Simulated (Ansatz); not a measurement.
## 1T-CdBrI bilayer (like faces together) in a perpendicular field

Wanted: the out-of-plane response of the 1T-CdBrI bilayer (like faces together). A positive field points along +c.

Program: Ansatz 0.2.0. Level of theory: plane-wave DFT, LDA, Ansatz PAW, in the first sound run; inputs show where later runs differ. Results are calculated unless marked as measured.

### Step 1. The structure

The cell holds 6 atoms: 2 I, 2 Cd and 2 Br. Its edges and angles: a = 4.200 Å, b = 4.200 Å, c = 46.420 Å, α = 90.0°, β = 90.0°, γ = 120.0°. Regions: layer 1: 1T-CdBrI, 3 atoms (1 I, 1 Cd and 1 Br); layer 2: 1T-CdBrI, 3 atoms (1 I, 1 Cd and 1 Br). Vacuum lies along c.

### Step 2. Relaxation

The starting cell is a guess, so the in-plane lattice and the atoms are relaxed first, with the slab cut off from its images along the normal.

input.yaml

```yaml
crystal:
  lattice:
    - [4.2, 0.0, 0.0]
    - [-2.1, 3.6373066959, 0.0]
    - [0.0, 0.0, 46.4195129697]
  atoms:
    - { symbol: I, position: [0.6666666667, 0.3333333333, 0.4168505605] }
    - { symbol: Cd, position: [0.0, 0.0, 0.4460508776] }
    - { symbol: Br, position: [0.3333333333, 0.6666666667, 0.4655317366] }
    - { symbol: I, position: [0.0, 0.0, 0.5831494395] }
    - { symbol: Cd, position: [0.3333333333, 0.6666666667, 0.5539491224] }
    - { symbol: Br, position: [0.6666666667, 0.3333333333, 0.5344682634] }
  periodic: [true, true, false]
kpoints:
  mp_grid: { grid: [12, 12, 1] }
hamiltonian:
  xc: lda
scf:
  occupations: { method: fermi_dirac, width: 0.05 }
  convergence: { dr2_threshold: 1.0e-09 }
relax:
  f_tol: 0.004
  max_steps: 90
  cell: {}
output:
  write_potential: true
  write_density: true
  volumetric_format: npy
```

On the command line:

```bash
$ ansatz run input.yaml --threads 4 --pin off --max-ram 12288MiB --backend cpu --events-out ev --progress --plain --runs-dir out
```

Numbers of over 12 decimals in the logs are rounded to 6 here.

Log:

```text
Warning: relax.cell: scf.convergence.dr2_threshold = 1e-9 eV is looser than the 1.91094280427e-10 eV advised for a relaxation that steers and ends on the stress (1e-10 eV for each atom of the cell: 6, times the square of relax.cell.stress_2d_tol = 0.05 N/m over 17.7 Å (the atoms' height at the walk's start and 5 Å past either face), 2.822e-2 GPa, over a crystal's default 0.05). What an SCF threshold leaves in a stress goes as its square root, and in the free energy as the threshold itself, and one threshold admits the most on a small cell: [figures from the program's tests cut] Set scf.convergence.dr2_threshold to 1.91094280427e-10 eV or tighter. [rest of the remark cut]
Engine: ansatz 0.2.0, x86_64-unknown-linux-gnu
Pseudopotentials: kind: paw
Pseudopotential: I, paw, valence charge 17, recommended cutoff 420 eV (normal), I.paw.azcp
Pseudopotential: Cd, paw, valence charge 20, recommended cutoff 420 eV (normal), Cd.paw.azcp
Pseudopotential: Br, paw, valence charge 7, recommended cutoff 420 eV (normal), Br.paw.azcp
Functional definition: SPW92
  exchange = slater_x
  correlation = pw_c
Crystal: 6 atoms, lattice volume = 709.136 Å³
Basis set: ecut = 420 eV, 13661 PW (Γ)
Bands: 53, of which v1, the nominal top of the filled ones, is band 44 counted from 1 (43 counted from 0)
Symmetry: 6 space group operations
Space group: P3m1 (ITA 156), of the structure as read, at distance tolerance 8.9e-5 Å
k-points: 19 of 144 (time reversal used)
Non-local potential: I, projectors of the file, l = 0: 2, l = 1: 2, l = 2: 2, l = 3: 2
Non-local potential: Cd, projectors of the file, l = 0: 3, l = 1: 2, l = 2: 2, l = 3: 1
Non-local potential: Br, projectors of the file, l = 0: 2, l = 1: 2, l = 2: 2
PAW form: soft (Blöchl's): semilocal exchange-correlation on the pseudo side does not see the compensation charge
PAW frozen core: I, regenerated for the run's functional, and the local potential with it (the file was generated under x = pbe(κ = 0.804, μ = 0.219515), c = pbe(β = 0.066725))
PAW frozen core: Cd, regenerated for the run's functional, and the local potential with it (the file was generated under x = pbe(κ = 0.804, μ = 0.219515), c = pbe(β = 0.066725))
PAW frozen core: Br, regenerated for the run's functional, and the local potential with it (the file was generated under x = pbe(κ = 0.804, μ = 0.219515), c = pbe(β = 0.066725))
PAW one-centre angular grid: I, 590 points (default); XC on 64 Gauss nodes
PAW one-centre angular grid: Cd, 590 points (default); XC on 64 Gauss nodes
PAW one-centre angular grid: Br, 110 points (default); XC on 64 Gauss nodes
Initial density: superposition of atomic densities (neutral atoms: chi_scale 0, normalization atom), corrected by the library's trained network
Initial wavefunctions: pseudopotential atomic-orbital guess
Functional: x = slater, c = lda
SCF iter   1: F=—  HF=-36336.964114 eV  |F-HF|=—  |Δ(HF+E_count)|=         —  Δρ=3.29e-3  dr2=6.99e-2  ethr=1.77e-3  ⟨swp⟩=22.1  Hψ=7843  notcnv=0  defer=19
preconditioner: auto → Resta (q_TF=auto, 1.927 Å⁻¹)  ε∞=1.7  [insulator: Δε(μ)=2.315 eV  Ē_g=12.003 eV  σ=0.050 eV  W_gap=1.00  n_scr=106 (ndim 8)  ℏωp=10.1 eV  f_vac=0.752  D(μ)=0.00/eV (n_scr^D=0)  ε∞_Penn≈1.7  vacuum switching on, ρ_ref=1.0e-2 e/Å³]
SCF iter   2: F=—  HF=-36336.952871 eV  |F-HF|=—  |Δ(HF+E_count)|=   1.12e-2  Δρ=1.31e-3  dr2=1.47e-2  ethr=7.94e-5  ⟨swp⟩=4.1  Hψ=2695  notcnv=0  defer=78
SCF iter   3: F=—  HF=-36336.951089 eV  |F-HF|=—  |Δ(HF+E_count)|=   1.78e-3  Δρ=6.59e-4  dr2=4.84e-3  ethr=1.67e-5  ⟨swp⟩=3.7  Hψ=1919  notcnv=0  defer=76
SCF iter   4: F=—  HF=-36336.950409 eV  |F-HF|=—  |Δ(HF+E_count)|=   6.80e-4  Δρ=1.97e-4  dr2=2.35e-4  ethr=5.50e-6  ⟨swp⟩=2.3  Hψ=1243  notcnv=0  defer=76
SCF iter   5: F=—  HF=-36336.950449 eV  |F-HF|=—  |Δ(HF+E_count)|=   4.06e-5  Δρ=4.76e-5  dr2=1.32e-5  ethr=2.67e-7  ⟨swp⟩=3.3  Hψ=1954  notcnv=0  defer=76
SCF iter   6: F=—  HF=-36336.950455 eV  |F-HF|=—  |Δ(HF+E_count)|=   6.15e-6  Δρ=1.17e-5  dr2=1.10e-6  ethr=1.50e-8  ⟨swp⟩=3.1  Hψ=2033  notcnv=0  defer=76
SCF iter   7: F=—  HF=-36336.950161 eV  |F-HF|=—  |Δ(HF+E_count)|=   2.95e-4  Δρ=4.14e-6  dr2=2.11e-7  ethr=1.25e-9  ⟨swp⟩=3.0  Hψ=2011  notcnv=0  defer=76
SCF iter   8: F=—  HF=-36336.950161 eV  |F-HF|=—  |Δ(HF+E_count)|=   1.45e-7  Δρ=1.70e-6  dr2=1.39e-7  ethr=2.40e-10  ⟨swp⟩=3.1  Hψ=1850  notcnv=0  defer=76
SCF iter   9: F=—  HF=-36336.950161 eV  |F-HF|=—  |Δ(HF+E_count)|=   1.24e-8  Δρ=5.71e-7  dr2=2.39e-9  ethr=1.58e-10  ⟨swp⟩=2.9  Hψ=1366  notcnv=0  defer=76
SCF iter  10: F=-36336.950161 eV  HF=-36336.950161 eV  |F-HF|=5.38e-10  |Δ(HF+E_count)|=   2.05e-9  Δρ=2.25e-7  dr2=3.42e-10  ethr=1.14e-12  ⟨swp⟩=12.2  Hψ=7846  notcnv=0
SCF 1 converged in 10 iterations: F = -36336.950161 eV  dr2 = 3.42e-10
  greatest PAW one-centre occupation: 1.000 electrons in one spin orbital (limit 2), on the Cd atom at site 1 (counted from 0), in its partial waves of l = 0
relax step   1: F+E_penalty+E_count = -36336.95016068 eV  Δ(F+E_penalty+E_count) = +0.000e0 eV  max|allowed force component| = 2.796e0 eV/Å  Δτ_max = 0.0000 Å  P = +13.151 N/m  Ω = 709.136 Å³  fix = [c, alpha, beta]  reactions: c +0.000 N/m  (10 SCF iters, accepted)
Crystal: 6 atoms, lattice volume = 722.567 Å³
Basis set: ecut = 420 eV, 14057 PW (Γ)
Initial density: handed on by an earlier stage of this run
Initial wavefunctions: those handed on with the density
iter 1 solved again at ethr=4.16e-5 eV; its pass at ethr=3.10e-3 eV (dr2=3.66e-2 eV) is discarded
SCF iter   1: F=—  HF=-36338.496290 eV  |F-HF|=—  |Δ(HF+E_count)|=         —  Δρ=2.94e-3  dr2=3.53e-2  ethr=4.16e-5  ⟨swp⟩=4.8  Hψ=7058  notcnv=0  defer=2
preconditioner: auto → Resta (q_TF=auto, 1.921 Å⁻¹)  ε∞=1.7  [insulator: Δε(μ)=2.358 eV  Ē_g=11.709 eV  σ=0.050 eV  W_gap=1.00  n_scr=106 (ndim 8)  ℏωp=10.0 eV  f_vac=0.744  D(μ)=0.00/eV (n_scr^D=0)  ε∞_Penn≈1.7  vacuum switching on, ρ_ref=9.9e-3 e/Å³]
SCF iter   2: F=—  HF=-36338.486860 eV  |F-HF|=—  |Δ(HF+E_count)|=   9.43e-3  Δρ=1.39e-3  dr2=6.25e-3  ethr=4.01e-5  ⟨swp⟩=2.1  Hψ=1296  notcnv=0  defer=1
SCF iter   3: F=—  HF=-36338.485786 eV  |F-HF|=—  |Δ(HF+E_count)|=   1.07e-3  Δρ=2.80e-4  dr2=4.46e-4  ethr=7.11e-6  ⟨swp⟩=2.2  Hψ=1704  notcnv=0  defer=1
SCF iter   4: F=—  HF=-36338.485730 eV  |F-HF|=—  |Δ(HF+E_count)|=   5.61e-5  Δρ=9.74e-5  dr2=9.81e-5  ethr=5.07e-7  ⟨swp⟩=3.1  Hψ=2000  notcnv=0  defer=1
SCF iter   5: F=—  HF=-36338.485687 eV  |F-HF|=—  |Δ(HF+E_count)|=   4.28e-5  Δρ=2.64e-5  dr2=2.34e-5  ethr=1.12e-7  ⟨swp⟩=3.2  Hψ=1913  notcnv=0  defer=1
[...]
relax step   5: F+E_penalty+E_count = -36339.08194833 eV  Δ(F+E_penalty+E_count) = -4.677e-2 eV  max|allowed force component| = 1.145e-1 eV/Å  Δτ_max = 0.1953 Å  P = -0.761 N/m  Ω = 668.011 Å³  energy of the carried Pulay correction = +2.222e-3 eV  fix = [c, alpha, beta]  reactions: c -0.000 N/m  (10 SCF iters, accepted)
[...]
relax step   6: F+E_penalty+E_count = -36339.08810121 eV  Δ(F+E_penalty+E_count) = -6.153e-3 eV  max|allowed force component| = 4.713e-2 eV/Å  Δτ_max = 0.0431 Å  P = +0.192 N/m  Ω = 659.444 Å³  energy of the carried Pulay correction = +2.701e-3 eV  fix = [c, alpha, beta]  reactions: c +0.000 N/m  (10 SCF iters, accepted)
[...]
relax step   7: F+E_penalty+E_count = -36339.08919556 eV  Δ(F+E_penalty+E_count) = -1.094e-3 eV  max|allowed force component| = 5.606e-3 eV/Å  Δτ_max = 0.0265 Å  P = -0.001 N/m  Ω = 658.843 Å³  energy of the carried Pulay correction = +2.735e-3 eV  fix = [c, alpha, beta]  reactions: c -0.000 N/m  (8 SCF iters, accepted)
[...]
relax step   8: F+E_penalty+E_count = -36339.08923237 eV  Δ(F+E_penalty+E_count) = -3.681e-5 eV  max|allowed force component| = 9.042e-4 eV/Å  Δτ_max = 0.0049 Å  P = -0.002 N/m  Ω = 658.720 Å³  energy of the carried Pulay correction = +2.742e-3 eV  fix = [c, alpha, beta]  reactions: c -0.000 N/m  (7 SCF iters, accepted)
Initial wavefunctions: pseudopotential atomic-orbital guess (no wavefunctions were taken with the density)
iter 1 solved again at ethr=1.19e-6 eV; its pass at ethr=3.10e-3 eV (dr2=1.05e-3 eV) is discarded
SCF iter   1: F=—  HF=-36339.086434 eV  |F-HF|=—  |Δ(HF+E_count)|=         —  Δρ=5.23e-5  dr2=2.72e-6  ethr=1.19e-6  ⟨swp⟩=5.7  Hψ=10571  notcnv=0  defer=2
eigensolver tolerance schedule: the retry pair's looser diagonalisation over-reported the residual by 384.18 of it (diagonalisation noise at 0.17 of the residual, at the tolerance the schedule requests for it); recorded, not acted on — ethr = c·dr2/N_el stays at c = 1.0e-1
preconditioner: auto → Resta (q_TF=auto, 1.951 Å⁻¹)  ε∞=1.8  [insulator: Δε(μ)=2.260 eV  Ē_g=11.511 eV  σ=0.050 eV  W_gap=1.00  n_scr=94 (ndim 8)  ℏωp=10.4 eV  f_vac=0.716  D(μ)=0.00/eV (n_scr^D=0)  ε∞_Penn≈1.8  vacuum switching on, ρ_ref=9.6e-3 e/Å³]
SCF iter   2: F=—  HF=-36339.086533 eV  |F-HF|=—  |Δ(HF+E_count)|=   9.94e-5  Δρ=2.45e-5  dr2=6.23e-7  ethr=3.09e-9  ⟨swp⟩=4.1  Hψ=2733  notcnv=0  defer=1
SCF iter   3: F=—  HF=-36339.086533 eV  |F-HF|=—  |Δ(HF+E_count)|=   1.63e-7  Δρ=4.80e-6  dr2=1.18e-7  ethr=7.08e-10  ⟨swp⟩=3.1  Hψ=1821  notcnv=0  defer=1
SCF iter   4: F=—  HF=-36339.086533 eV  |F-HF|=—  |Δ(HF+E_count)|=   5.62e-9  Δρ=1.29e-6  dr2=5.69e-8  ethr=1.34e-10  ⟨swp⟩=3.2  Hψ=2066  notcnv=0  defer=1
SCF iter   5: F=—  HF=-36339.086533 eV  |F-HF|=—  |Δ(HF+E_count)|=   8.82e-9  Δρ=5.06e-7  dr2=1.75e-9  ethr=6.46e-11  ⟨swp⟩=2.2  Hψ=1250  notcnv=0  defer=1
SCF iter   6: F=-36339.086533 eV  HF=-36339.086533 eV  |F-HF|=3.71e-10  |Δ(HF+E_count)|=  1.75e-10  Δρ=1.76e-7  dr2=2.17e-10  ethr=1.14e-12  ⟨swp⟩=36.1  Hψ=8627  notcnv=0
the search or the solves at the SCF's close may have found levels that the self-consistency loop had missed (the run counts none). By its estimate they hold under 1e-12 electrons; where the run keeps them, the occupations were computed again with them
SCF 9 converged in 6 iterations: F = -36339.086533 eV  dr2 = 2.17e-10
relax step   9: F+E_penalty+E_count = -36339.08653323 eV  Δ(F+E_penalty+E_count) = +2.699e-3 eV  max|allowed force component| = 8.160e-4 eV/Å  Δτ_max = 0.0000 Å  P = -0.005 N/m  Ω = 658.720 Å³  fix = [c, alpha, beta]  reactions: c -0.000 N/m  stress off target by 5.12e-3 N/m on what of the cell is left free  SCF on the basis re-selected at this cell (its energy is not comparable with the rows above)  (6 SCF iters)
basis re-selected at this cell: Δ(F+E_penalty+E_count) = +2.699e-3 eV, ΔP = -0.003 N/m vs the last step (what re-selecting the basis moved, of the pressure what is left beyond the Pulay correction that the steps carried, after the strain that the cell walked since its last selection, with what the two solves' SCF thresholds leave and, on support functions, any second-order correction that the steps lacked; it is no m [...]
WARN: The output density's exchange-correlation potential varies sharply where the density is thin. Do not read a vacuum level from v_tot or v_xc, or from such a field of the output density. On a cell that repeats whose density bears no net charge and no dipole along the vacuum's axis use v_es (v_loc + v_h of the components); under efield.dipole_correction with no amplitude use v_es + v_field, which holds any externa [...]
SCF converged after 6 iterations
Free energy (F): -36339.086533 eV
Harris-Foulkes:  -36339.086533 eV  (|F-HF|=3.71e-10)
Internal energy: -36339.086533 eV  (E = F + TS)
E sigma→0 (E₀):  -36339.086533 eV
Fermi energy:    -5.061269 eV
--- Per-component energies (eV) ---
  E_band       = -2888.720276
  E_kinetic    = 1658.787156
  E_local      = -381628.911223  (includes V_loc(G=0)·N_el)
  E_nonlocal   = 56.093206
  E_hartree    = 189941.904695
  E_xc         = -1127.446054
  E_vxc        = -909.006240  (∫ρ·V_xc dr)
  E_paw        = -21538.165488  (= ΣΔE_a)
  E_vpaw       = -1949.491577  (= ΣTr[D̂ρ^β])
  E_aug_tail   = 0.000075  (compensation charges beyond the density's cutoff)
  E_ewald      = 176295.142510
  E_core_change = 3.508590  (= ΣΔE_core)
  E_smearing   = -0.000000  (= −TS)
  E_closure    = 0.000000  (closes the sum)
  Σ components = -36339.086533   (vs F -36339.086533, Δ=0.00e0)
--- Forces (eV/Å), atoms counted from 1 ---
  atom   1  I     -0.00000000     0.00000000    -0.00048695
  atom   2  Cd    -0.00000000     0.00000000    -0.00048897
  atom   3  Br     0.00000000    -0.00000000    -0.00082905
  atom   4  I     -0.00000000     0.00000000     0.00036775
  atom   5  Cd    -0.00000000     0.00000000     0.00038658
  atom   6  Br     0.00000000    -0.00000000     0.00076902
  max |Σ_I F_I| component: 2.82e-4 eV/Å
--- 2D stress c σ (N/m, compression-positive) ---
       -0.005123      -0.000000      -0.000000
        0.000000      -0.005123      -0.000000
       -0.000000      -0.000000      -0.000000
  P = ½ c Tr σ = -0.0051 N/m
--- Band table (eV; the first three rows and the last of 19) ---
  k-point 0: bands = [... 40 lower, -6.2515, -6.2515, -6.2425, -6.2425, -3.9827, -3.2229, -1.8814 (-1.8814°), -1.7697 (-1.7697°), ... 5 higher]
  k-point 1: bands = [... 40 lower, -6.5683, -6.5607, -6.2993, -6.2867, -3.6976, -3.0815, -1.5556 (-1.5556°), -1.4508 (-1.4508°), ... 5 higher]
  k-point 2: bands = [... 40 lower, -7.2390, -7.0031, -6.4182, -6.3909, -3.1619, -2.8780, -1.1927 (-1.1927°), -1.0778 (-1.0778°), ... 5 higher]
  k-point 18: bands = [... 40 lower, -7.5460, -7.4462, -7.0845, -6.9760, -3.0013, -2.9800, -0.3921, -0.3244, ... 5 higher]
  ° read free of the cell's end (the report's vacuum.weakly_bound_levels)
  °? not known for the slab's own: over its row's bound_up_to_ev there, or no deeper under its free states than its continued_xc_part_ev in size
--- Relaxed structure (8 steps of the walk, 8 accepted, 1 SCFs on fresh bases) ---
  F+E_penalty+E_count = -36339.08653323 eV   max|allowed force component| = 8.160e-4 eV/Å   (the final SCF, on the basis selected at the relaxed cell)
  cell:  # Å, volume = 658.7205 Å³
    - [4.047948, 0, 0]
    - [-2.023974, 3.505626, 0]
    - [0, 0, 46.4195129697]
  atoms:
    - { symbol: I, position: [0.666667, 0.333333, 0.399049] }
    - { symbol: Cd, position: [-7.900523932197716e-18, 0, 0.436393] }
    - { symbol: Br, position: [0.333333, 0.666667, 0.468385] }
    - { symbol: I, position: [1.456470222992706e-17, 0, 0.600954] }
    - { symbol: Cd, position: [0.333333, 0.666667, 0.563610] }
    - { symbol: Br, position: [0.666667, 0.333333, 0.531609] }
```

It took 3.2 min on 4 threads of Intel Xeon Platinum 8175M at 2.50GHz (Skylake/Cascade Lake), shared host; peak memory 1.5 GiB; 12 min of CPU time.

The steps of the relaxation:

```
step  energy less that of the first step (eV)  largest force component (eV/Å)  volume (Å³)
   1                                   0.0000                          2.7958       709.14
   2                                  -1.5352                          1.2682       722.57
   3                                  -1.9872                          0.2182       704.65
   4                                  -2.0850                          0.0735       689.38
   5                                  -2.1318                          0.1145       668.01
   6                                  -2.1379                          0.0471       659.44
   7                                  -2.1390                          0.0056       658.84
   8                                  -2.1391                          0.0009       658.72
  9*                                  -2.1364                          0.0008       658.72
```

Relaxation steps marked * repeat the geometry before them on a plane-wave basis chosen anew for their cell, so energy and pressure can jump there.

The run keeps the 6 symmetry operations that it works with, so distortions that break them were not tested.

```
cell as run  before  after  change
      a (Å)   4.200  4.048  -3.6 %
      b (Å)   4.200  4.048  -3.6 %
```

The atoms that moved most (Å, along periodic axes as changes of fractional coordinates times the final cell, across vacuum about the mean position):

```
atom     dx     dy      dz  length
  I4  0.000  0.000   0.826   0.826
  I1  0.000  0.000  -0.826   0.826
 Cd5  0.000  0.000   0.448   0.448
 Cd2  0.000  0.000  -0.448   0.448
 Br6  0.000  0.000  -0.133   0.133
 Br3  0.000  0.000   0.132   0.132
```

The relaxed structure:

```cif
data_structure
_symmetry_space_group_name_H-M 'P 1'
_symmetry_Int_Tables_number 1
_cell_length_a 4.0479
_cell_length_b 4.0479
_cell_length_c 46.4195
_cell_angle_alpha 90.000
_cell_angle_beta 90.000
_cell_angle_gamma 120.000
_cell_volume 658.72
loop_
_atom_site_label
_atom_site_type_symbol
_atom_site_fract_x
_atom_site_fract_y
_atom_site_fract_z
_atom_site_occupancy
I1 I 0.66667 0.33333 0.39905 1
Cd2 Cd 0.00000 0.00000 0.43639 1
Br3 Br 0.33333 0.66667 0.46838 1
I4 I 0.00000 0.00000 0.60095 1
Cd5 Cd 0.33333 0.66667 0.56361 1
Br6 Br 0.66667 0.33333 0.53161 1
```

Numbers from this step:

```yaml
gap_on_the_k_mesh: 2.260 eV
```

The lattice constant a goes from 4.200 to 4.048 Å.

[end of part 1 of 4]

[Logs are printed without paths, hosts, clocks, repeated set-up lines and the standing remarks that a program may print on its own settings, such as how far it seeks lower states.]

[Hosts, paths, dates, database ids (printed as entryN), source tags and the programs' standing remarks are cut or masked in the printed files.]

[Maps of the electrostatic potential energy from Ansatz leave out the sawtooth potential of an applied field or a dipole correction, so their vacuum need not be flat; planar profiles and work functions include it.]
